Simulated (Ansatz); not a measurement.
# Photoemission of Si(111) with Cl on 25 % of the top atoms and H on the rest

What would XPS and angle-resolved spectra of Si(111) with Cl on 25 % of the top atoms and H on the rest look like?

Program: Ansatz 0.2.0. Level of theory: DFT, PBE, plane-wave PAW, scalar-relativistic; PAW set soft_1. Results are calculated unless marked as measured.

Report form: the programs' logs are mostly left out.

### Step 1. The starting structure

The cell holds 32 atoms: 1 Cl, 7 H and 24 Si. Cell: a = 7.679 Å, b = 7.679 Å, c = 24.594 Å, α = 90.0°, β = 90.0°, γ = 60.0°. It derives from Si. How the cell was made: terminated face; group: Cl; share of top atoms: 0.25; rest: H; oxygen in back bonds: 0; lower face: H. Regions: ad, 4 atoms (1 Cl and 3 H); L1, 4 atoms (4 Si); L2, 4 atoms (4 Si); L3, 4 atoms (4 Si); mid, 4 atoms (4 Si); rest, 12 atoms (8 Si and 4 H). Vacuum lies along c.

### Step 2. Relaxation

Levels and vacuum steps follow bond lengths, so the atoms are relaxed first. 12 atoms are held to stand for the bulk. A dipole correction cancels the field between unlike faces.

input.yaml

```yaml
crystal:
  lattice:
    - [7.6791796437, 0.0, 0.0]
    - [3.8395898218, 6.6503646517, 0.0]
    - [0.0, 0.0, 24.5937769138]
  atoms:
    - { symbol: Cl, position: [0.0, 0.0, 0.715375153] }
    - { symbol: H, position: [0.5, 0.0, 0.686506061] }
    - { symbol: H, position: [0.0, 0.5, 0.686506061] }
    - { symbol: H, position: [0.5, 0.5, 0.686506061] }
    - { symbol: Si, position: [0.0, 0.0, 0.630800912] }
    - { symbol: Si, position: [0.5, 0.0, 0.630800912] }
    - { symbol: Si, position: [0.0, 0.5, 0.630800912] }
    - { symbol: Si, position: [0.5, 0.5, 0.630800912] }
[... 20 atom lines left out ...]
    - { symbol: H, position: [0.0, 0.0, 0.284624847] }
    - { symbol: H, position: [0.5, 0.0, 0.284624847] }
    - { symbol: H, position: [0.0, 0.5, 0.284624847] }
    - { symbol: H, position: [0.5, 0.5, 0.284624847] }
kpoints:
  mp_grid: { grid: [3, 3, 1] }
scf:
  occupations: { method: fermi_dirac, width: 0.02 }
  n_extra_bands: 23
hamiltonian:
  xc: pbe
  pseudopotentials: { kind: paw, azcp: { folder: soft_1 } }
output:
  forces: true
  write_potential: true
  volumetric_format: []
efield:
  axis: 3
  dipole_correction: true
relax:
  f_tol: 0.03
  max_steps: 70
  constraints: [{ sites: [20, 21, 22, 23, 24, 25, 26, 27, 28, 29, 30, 31] }]
```

Command:

```bash
ansatz run input.yaml --threads 4 --pin off --max-ram 11264MiB --backend cpu --events-out ev --progress --plain --runs-dir out
```

Elapsed: 2.7 min, on 4 threads of Intel Xeon at 2.50GHz (Skylake/Cascade Lake), shared host; peak memory 1.8 GiB; 4.2 min of CPU time.

Relaxation path:

```
step  energy less that of the first step (eV)  largest force component (eV/Å)
   1                                   0.0000                          2.8665
   2                                  -0.4385                          1.0926
   3                                  -0.5261                          0.1014
   4                                  -0.5272                          0.0545
   5                                  -0.5280                          0.0125
```

Forces are held to the 6 operations that the run works with; a distortion that breaks them can't arise in this run.

The atoms that moved most (Å):

```
atom      dx      dy     dz  length
  H4   0.005   0.003  0.169   0.169
  H3  -0.005   0.003  0.169   0.169
  H2   0.000  -0.006  0.169   0.169
Si10   0.000   0.000  0.042   0.042
 Si8  -0.003  -0.002  0.038   0.038
 Si6   0.000   0.003  0.038   0.038
 Si7   0.003  -0.002  0.038   0.038
 Si9   0.000   0.012  0.036   0.038
```

Numbers from this step:

```
free energy                                                         : -16450.6887 eV
Fermi energy                                                        : 0.1034 eV
symmetry operations                                                 : 6
gap on the k-mesh                                                   : 1.106 eV
ionisation potential, upper face                                    : 5.204 eV
upper vacuum level less the lowest empty level (Kohn–Sham affinity) : 4.098 eV
ionisation potential, lower face                                    : 4.677 eV
```

The relaxation ends 17 meV an atom lower, with a largest force component of 0.012 eV/Å on the free atoms.

### Step 3. Bands by layer

This is the main run. States are solved along the surface zone's path and weighed by where they lie along the normal, since photoemission sees the top layers. The cell holds 4 small cells, so the bands are unfolded.

input.yaml

```yaml
crystal:
  lattice:
    - [7.6791796437, 0.0, 0.0]
    - [3.8395898218, 6.6503646517, 0.0]
    - [0.0, 0.0, 24.5937769138]
  atoms:
    - { symbol: Cl, position: [0.0, 0.0, 0.7160774289] }
    - { symbol: H, position: [0.5004375858, -0.0008751717, 0.6933859994] }
    - { symbol: H, position: [-0.0008751717, 0.5004375858, 0.6933859994] }
    - { symbol: H, position: [0.5004375858, 0.5004375858, 0.6933859994] }
    - { symbol: Si, position: [0.0, 0.0, 0.6305822164] }
    - { symbol: Si, position: [0.499745901, 0.000508198, 0.6323439879] }
    - { symbol: Si, position: [0.000508198, 0.499745901, 0.6323439879] }
    - { symbol: Si, position: [0.499745901, 0.499745901, 0.6323439879] }
[... 20 atom lines left out ...]
    - { symbol: H, position: [0.0, 0.0, 0.284624847] }
    - { symbol: H, position: [0.5, 0.0, 0.284624847] }
    - { symbol: H, position: [0.0, 0.5, 0.284624847] }
    - { symbol: H, position: [0.5, 0.5, 0.284624847] }
kpoints:
  mp_grid: { grid: [3, 3, 1] }
scf:
  occupations: { method: fermi_dirac, width: 0.02 }
  n_extra_bands: 36
hamiltonian:
  xc: pbe
  pseudopotentials: { kind: paw, azcp: { folder: soft_1 } }
output:
  forces: true
  write_potential: true
  volumetric_format: []
  dos:
    projected:
      site_lists:
        adsorbate: [0, 1, 2, 3]
        layer_1: [4, 5, 6, 7]
        layer_2: [8, 9, 10, 11]
        layer_3: [12, 13, 14, 15]
        middle: [16, 17, 18, 19]
        other_layers: [20, 21, 22, 23, 24, 25, 26, 27, 28, 29, 30, 31]
    de: 0.05
    e_range: [-30, 12]
    method: { smearing: { sigma: 0.12, scheme: gaussian } }
  eigenstates:
    kpoints:
      - [0.33333333, -0.33333333, 0.0]
      - [0.25, -0.375, 0.0]
      - [0.16666667, -0.41666667, 0.0]
      - [0.08333333, -0.45833333, 0.0]
      - [0.0, 0.5, 0.0]
      - [-0.08333333, 0.45833333, 0.0]
      # [... 29 more points ...]
      - [0.25, 0.5, 0.0]
      - [0.29166667, -0.41666667, 0.0]
    e_range: [-8.0, 6.0]
    unfold:
      supercell_matrix: [[2, 0, 0], [0, 2, 0], [0, 0, 1]]
      layers:
        axis: 3
        edges: [0.121982, 0.385166, 0.400773, 0.599929, 0.6165, 0.878718]
efield:
  axis: 3
  dipole_correction: true
```

Run time: 6.7 min. Hardware: 4 threads; peak memory 4.4 GiB.

This step gave:

```yaml
fermi_energy: 0.1032 eV
zero_of_energy: valence-band maximum
share_of_occupied_states_in_no_projected_shell: 0.0116 of the occupied states in the window
```

A(k,E), total over k along the path and E. Zero: valence-band maximum.

Values in eV⁻¹, 12 rows by 16 columns, each cell a mean:
```
2.3 2.6 4.0 4.1 3.2 3.5 1.8 2.4 4.7 2.8 2.5 2.0 1.5 1.0 2.6 2.6
0.5 1.2 1.6 2.8 4.0 4.4 6.0 5.5 3.0 1.9 1.3 1.4 1.7 2.5 2.1 0.4
2.5 1.9 1.8 1.8 2.0 2.8 2.6 2.8 2.4 1.9 2.1 1.8 1.3 2.2 1.8 2.5
0.1 0.1 0.1 0.1 0.1 0.2 0.7 0.4 0.3 1.0 1.5 2.0 2.4 1.3 0.4 0.1
0.0 0.0 0.1 0.1 0.1 0.3 1.4 0.9 0.2 0.1 0.1 0.2 0.2 0.1 0.0 0.0
0.1 0.1 0.1 0.4 1.5 3.2 4.1 4.0 2.3 1.3 0.9 0.4 0.2 0.1 0.1 0.1
0.7 1.0 1.1 2.3 2.9 2.9 1.3 1.9 3.1 2.7 2.5 2.5 2.6 1.9 1.0 0.7
2.2 2.2 3.2 2.4 2.2 0.6 0.3 0.3 1.3 1.9 1.7 1.9 2.0 2.4 2.3 2.2
2.9 3.2 2.4 2.2 1.5 1.1 1.1 1.1 1.2 1.9 1.9 1.7 1.9 2.2 3.1 2.9
1.4 0.8 0.9 0.9 0.3 0.3 0.3 0.3 0.3 0.6 1.1 0.8 0.6 0.6 0.8 1.4
0.2 0.9 1.2 1.0 0.9 0.9 0.9 0.9 0.9 0.9 1.2 1.0 0.2 0.2 0.2 0.2
1.8 1.2 1.1 0.9 0.9 0.9 0.9 0.9 0.9 0.9 1.0 1.4 1.8 1.8 1.7 1.8
```
Columns: k along the path (Å⁻¹) from 0 to 2.58; rows upwards: E (eV) from -7.14 to 4.90.

A(k,E), top over k along the path and E. Zero: valence-band maximum.

Ten even steps from '0' (0.01 eV⁻¹) to '9' (1.30 eV⁻¹), each cell a mean:
```
543445556864345784442211102455
334467653265446754234333324533
000123556768997423322223344100
112101124444444432220011134310
433333333344334333233111231134
000000000001321112223555421110
000000000000000000111112100000
000000000000000000000000000000
000000000001210000000000000000
000000000135663210000000000000
000000013455345432221000000000
000122244543224544443222211000
222112433310001222123444433222
333455433210001233332222233333
444444343211111134333333334434
666555544455555544445677777766
666553321111111112343333334566
110001100000000000111111111011
000011133333333333211000000000
001113210000000001132100000000
222321222221112222211222233222
111111000000000000011111111111
```
Columns: k along the path (Å⁻¹) from 0 to 2.58; rows upwards: E (eV) from -7.14 to 4.90.

A(k,E), middle over k along the path and E. Zero: valence-band maximum.

Values in eV⁻¹, 12 rows by 16 columns, each cell a mean:
```
0.82 1.09 1.76 1.79 1.14 1.10 0.38 0.62 1.67 1.07 1.05 0.94 0.77 0.42 0.98 0.92
0.22 0.59 0.79 1.23 1.72 1.91 2.54 2.37 1.45 0.95 0.65 0.63 0.77 1.20 1.04 0.20
1.44 1.13 1.06 1.03 1.08 1.39 1.22 1.33 1.11 0.77 0.97 0.86 0.62 0.96 1.03 1.46
0.07 0.07 0.06 0.05 0.05 0.07 0.36 0.17 0.13 0.56 0.74 0.97 1.20 0.77 0.20 0.08
0.02 0.02 0.02 0.03 0.04 0.14 0.63 0.40 0.10 0.05 0.06 0.09 0.09 0.04 0.02 0.02
0.03 0.03 0.06 0.21 0.62 1.32 1.82 1.68 0.87 0.55 0.40 0.18 0.10 0.05 0.03 0.03
0.40 0.53 0.57 1.04 1.34 1.45 0.70 1.05 1.56 1.30 1.13 1.08 1.10 0.93 0.56 0.38
1.11 1.05 1.40 1.08 0.93 0.26 0.06 0.07 0.57 0.73 0.85 1.09 1.12 1.17 1.07 1.12
0.74 0.93 0.76 0.71 0.57 0.34 0.33 0.33 0.39 0.66 0.47 0.41 0.46 0.64 0.97 0.74
0.68 0.36 0.43 0.48 0.09 0.06 0.06 0.06 0.07 0.29 0.54 0.23 0.17 0.16 0.31 0.66
0.10 0.46 0.51 0.26 0.24 0.24 0.24 0.24 0.24 0.25 0.42 0.49 0.08 0.07 0.08 0.08
0.92 0.49 0.50 0.43 0.40 0.43 0.42 0.43 0.41 0.41 0.47 0.58 0.88 0.88 0.88 0.95
```
Columns: k along the path (Å⁻¹) from 0 to 2.58; rows upwards: E (eV) from -7.14 to 4.90.

A(k,E), bottom over k along the path and E. Zero: valence-band maximum.

Values in eV⁻¹, 12 rows by 16 columns, each cell a mean:
```
0.76 0.72 1.11 1.20 1.10 1.20 0.58 0.78 1.61 0.98 0.80 0.54 0.36 0.29 0.82 0.81
0.11 0.28 0.39 0.74 1.13 1.26 1.80 1.61 0.76 0.46 0.33 0.36 0.48 0.64 0.51 0.10
0.50 0.37 0.36 0.37 0.42 0.66 0.71 0.72 0.62 0.53 0.53 0.45 0.35 0.58 0.35 0.51
0.02 0.02 0.02 0.02 0.03 0.04 0.13 0.07 0.06 0.20 0.36 0.51 0.61 0.27 0.07 0.02
0.01 0.01 0.01 0.02 0.02 0.09 0.39 0.24 0.06 0.03 0.03 0.04 0.03 0.02 0.01 0.01
0.01 0.01 0.03 0.10 0.41 0.96 1.15 1.15 0.70 0.36 0.22 0.09 0.05 0.02 0.01 0.01
0.11 0.18 0.24 0.59 0.76 0.69 0.27 0.41 0.75 0.67 0.68 0.71 0.72 0.45 0.19 0.11
0.47 0.48 0.85 0.63 0.59 0.11 0.04 0.04 0.32 0.49 0.32 0.37 0.37 0.62 0.56 0.47
1.12 1.08 0.75 0.63 0.30 0.26 0.27 0.27 0.26 0.48 0.62 0.55 0.60 0.66 0.98 1.11
0.22 0.15 0.15 0.16 0.07 0.06 0.06 0.06 0.06 0.12 0.22 0.21 0.18 0.16 0.16 0.21
0.04 0.17 0.34 0.32 0.31 0.30 0.31 0.31 0.30 0.32 0.35 0.23 0.04 0.04 0.04 0.04
0.40 0.34 0.31 0.25 0.25 0.26 0.26 0.26 0.25 0.25 0.28 0.40 0.44 0.43 0.41 0.41
```
Columns: k along the path (Å⁻¹) from 0 to 2.58; rows upwards: E (eV) from -7.14 to 4.90.

Peaks of A(k,E) at the labelled points: for each region the eleven nearest the zero at most, each over 6 % of that point's highest, less those above the energy where the solved bands run out; weight and spread sum the levels within three half widths or 0.3 eV, so near peaks share levels. Peaks of the spectral function, the first 40 of 130 rows:

```
point  weight on  E (eV)  A (1/eV)  weight near the peak  rms spread of levels (eV)
    K      total   -4.37     3.893                 1.639                      0.112
    K      total   -4.23     3.664                 2.242                      0.185
    K      total   -3.95     5.091                 2.725                      0.175
    K      total   -3.83     4.882                 2.465                      0.137
    K      total   -3.57     2.396                 1.701                      0.158
    K      total   -3.13     3.712                 1.208                      0.137
    K      total   -2.81     1.862                 0.429                      0.056
    K      total   -2.23     5.794                 1.794                      0.055
    K      total   -1.71     0.748                  0.17                      0.076
    K      total    2.19      2.85                 0.616                          0
    K      total    2.57     8.278                  2.34                      0.059
    K        top   -4.23     1.532                 0.466                      0.108
    K        top   -3.75     1.424                 0.552                      0.112
    K        top   -3.29     0.594                 0.305                      0.175
    K        top   -3.13     0.638                 0.341                      0.192
    K        top   -2.81     0.828                 0.223                      0.053
    K        top   -2.21     0.899                 0.288                      0.071
    K        top   -1.87     0.217                 0.091                      0.078
    K        top   -1.71     0.321                 0.091                      0.078
    K        top    2.19     0.512                 0.112                          0
    K        top    2.57     1.357                 0.382                      0.058
    K        top    3.41     0.106                 0.023                      0.104
    K     middle   -6.59      4.24                 1.096                      0.014
    K     middle   -4.37     2.262                 0.828                      0.099
    K     middle   -3.81     1.116                 0.501                      0.131
    K     middle   -3.13     1.566                 0.464                      0.118
    K     middle   -2.81     0.651                 0.139                      0.061
    K     middle   -2.23     3.529                 1.102                      0.054
    K     middle   -1.71     0.329                 0.062                      0.067
    K     middle    2.19     1.897                 0.422                          0
    K     middle    2.57     4.583                 1.291                      0.059
    K     middle    4.43     1.504                 0.927                      0.132
    K     middle    4.61     2.145                 0.824                      0.097
    K     bottom   -6.57     1.773                  0.45                      0.003
    K     bottom   -4.37     0.639                 0.159                      0.075
    K     bottom   -3.95     2.907                 0.972                      0.084
    K     bottom   -3.55     0.933                 0.508                      0.144
    K     bottom   -3.13     1.235                 0.328                      0.086
    K     bottom   -2.25     1.164                  0.32                       0.04
    K     bottom    2.19     0.364                 0.069                          0
```

The DOS has structure finer than the step of the table below, so its rows give means over 1 eV, whole bins alone (the curve runs from -17.6 to 4.63 eV). Peaks (eV: height): total -6.6: 30.0, -2.8: 27.4, 3.5: 27.4, 4.3: 44.7; Si 3p -2.8: 21.0, -2.3: 21.1, -1.7: 22.7, 4.2: 22.8; Si 3s -10.6: 8.52, -9.5: 8.80, -9.0: 12.6, -6.6: 12.8; H 1s -6.5: 2.11, -5.5: 1.86, -3.6: 2.92, -2.8: 2.11; Cl 3p -4.4: 2.03, -3.6: 4.23, -2.8: 2.95, -2.2: 1.03.

DOS against E, zero at the valence-band maximum; means over each step; values in states/eV/cell:

```
E (eV)   total    Si 3p    Si 3s     H 1s    Cl 3p    Cl 3s
   -17       0        0        0        0        0        0
   -16    1.96    0.165    0.120   3.9e-4   0.0157     1.65
   -15  0.0388  0.00326  0.00237   7.7e-6   3.1e-4   0.0328
   -14       0        0        0        0        0        0
   -13       0        0        0        0        0        0
   -12   0.152  0.00750    0.139  0.00303   1.5e-4   3.5e-4
   -11    3.84    0.673     3.01    0.101  0.00675   0.0118
   -10    7.25     1.72     5.18    0.242   0.0224   0.0249
    -9    8.55     2.22     5.86    0.337   0.0440   0.0284
    -8    5.01     1.39     3.06    0.421   0.0727   0.0262
    -7    8.93     3.75     4.22    0.669    0.168   0.0310
    -6    8.33     3.85     3.31    0.755    0.278   0.0286
    -5    3.71     1.77    0.983    0.571    0.313   0.0175
    -4    16.3     10.8     1.26     2.11     1.91   0.0104
    -3    16.8     12.9    0.802     1.15     1.72   9.2e-4
    -2    18.4     16.4    0.690    0.424    0.630  0.00154
    -1    8.92     8.11    0.125    0.373    0.169  0.00100
     0    1.86     1.80   2.5e-4   4.1e-5   0.0120        0
     1    2.06     1.17    0.534   0.0368   0.0120  0.00256
     2    11.1     6.05     2.84    0.346    0.124   0.0221
     3    18.8     10.9     3.19    0.865    0.136   0.0287
     4    26.2     14.6     2.92     1.03   0.0812   0.0144
```

This run's widths, added to any smearing of the DOS itself: Gaussian 0.1 eV, Lorentzian 0.2 eV. Intensity against binding energy, zero at the valence-band maximum; values in % of the maximum within 13 eV:

```
binding energy (eV)  21.2 eV  60 eV  1486.7 eV  5950 eV
                 -1    0.440  0.791      0.551    0.289
                  0     1.49   4.75       2.65    0.841
                  1     11.0   28.4       14.7     4.48
                  2     21.8   45.3       29.0     12.0
                  3     44.9   54.8       33.5     13.3
                  4     55.0   60.0       35.7     16.5
                  5     12.4   16.1       18.9     15.8
                  6     15.5   29.2       47.0     44.0
                  7     6.19   13.1       22.8     22.2
                  8     8.01   18.8       36.1     36.5
                  9     12.1   42.6       94.4     97.1
                 10     5.55   22.1       50.7     52.6
                 11     1.70   8.04       21.9     23.1
                 12        -   1.11       2.65     2.74
                 13        -  0.613       1.14     1.14
                 14        -  0.794       1.27     1.26
                 15        -   3.40       5.01     4.99
                 16        -   28.4       41.4     41.3
                 17        -   1.12       1.65     1.64
```

[end of part 1 of 3]

[Logs are printed without paths, hosts, clocks, repeated set-up lines and the standing remarks that a program may print on its own settings, such as how far it seeks lower states.]

[Hosts, paths, dates, database ids (printed as entryN), source tags and the programs' standing remarks are cut or masked in the printed files.]

[Maps of the electrostatic potential energy from Ansatz leave out the sawtooth potential of an applied field or a dipole correction, so their vacuum need not be flat; work functions include it.]
